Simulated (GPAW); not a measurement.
SiO2 (Stishovite, P4_2/mnm), O K edge of atom 3, with 2 Si at 1.76 Å and 1 Si at 1.81 Å (distorted trigonal planar, site symmetry m2m). Method: GPAW, PBE, full core hole (charged cell), 12-atom cell with 5.0 Å between holes, 6×6×6 k points, dipole transitions, Gaussian full width 0.9 eV up to 4 eV, rising linearly to 3.5 eV at 25 eV.

```xyz
6
Lattice="4.1773 0.0000 0.0000 0.0000 4.1773 0.0000 0.0000 0.0000 2.6652" Properties=species:S:1:pos:R:3 pbc="T T T"
Si    2.0886    2.0886    1.3326
Si    0.0000    0.0000    0.0000
O     3.3665    0.8108    1.3326
O     2.8995    2.8995    0.0000
O     0.8108    3.3665    1.3326
O     1.2778    1.2778    0.0000
```

Energy from the lowest empty level; a common scale on which the isotropic spectrum has a mean of 1 over the first 20 eV.

```tsv
E (eV)	curve 1	curve 2
-2.0	0.00	0.00
-1.0	0.00	0.00
0.0	0.02	0.01
1.0	0.41	0.21
2.0	2.43	1.07
3.0	3.33	1.11
4.0	1.55	1.05
5.0	1.30	1.37
6.0	1.41	2.20
7.0	2.53	1.97
8.0	2.35	2.43
9.0	2.15	2.89
10.0	1.04	1.78
11.0	0.38	0.64
12.0	0.22	0.27
13.0	0.28	0.22
14.0	0.36	0.20
15.0	0.30	0.18
16.0	0.19	0.19
17.0	0.17	0.25
18.0	0.23	0.37
19.0	0.33	0.51
20.0	0.49	0.61
21.0	0.68	0.65
22.0	0.86	0.68
23.0	1.00	0.74
24.0	0.99	0.78
25.0	0.79	0.72
```

**Question.** The curves are for the electric vector along different Cartesian axes of the cell as given, averaged over the symmetry-equivalent atoms. Which is which?

Curve 1: along z (c), main maxima 2.9 eV (3.35), 7.3 eV (2.67) and 23.4 eV (1.02). Curve 2: along x (⊥ c) (the other in-plane axis gives the same curve within 3 %), main maxima 2.5 eV (1.40), 6.2 eV (2.22) and 8.8 eV (2.95). A K edge sees empty p states on the absorber. Each direction probes the empty orbitals that point along it. The holes are only 5.0 Å apart, so the shape is probably not converged with cell size; no larger cell was run here. The mesh is coarse (0.26 Å⁻¹ between points), so small maxima may be mesh ripples.

[Banner, clock and machine lines of the logs are left out without a mark of their own.]

[Logs are printed without paths, hosts, clocks, repeated set-up lines and the standing remarks that a program may print on its own settings, such as how far it seeks lower states.]

[Hosts, paths, dates, database ids (printed as entryN), source tags and the programs' standing remarks are cut or masked in the printed files.]

[Lists of maxima count a maximum above −3 eV only where it reaches 4 % of the highest in the window and stands out from its surroundings by 2 % of it (1.5 % where it reaches 55 %); shoulders and weaker maxima are passed over, and of the rest the first, up to two pre-edge ones and the few strongest are named.]
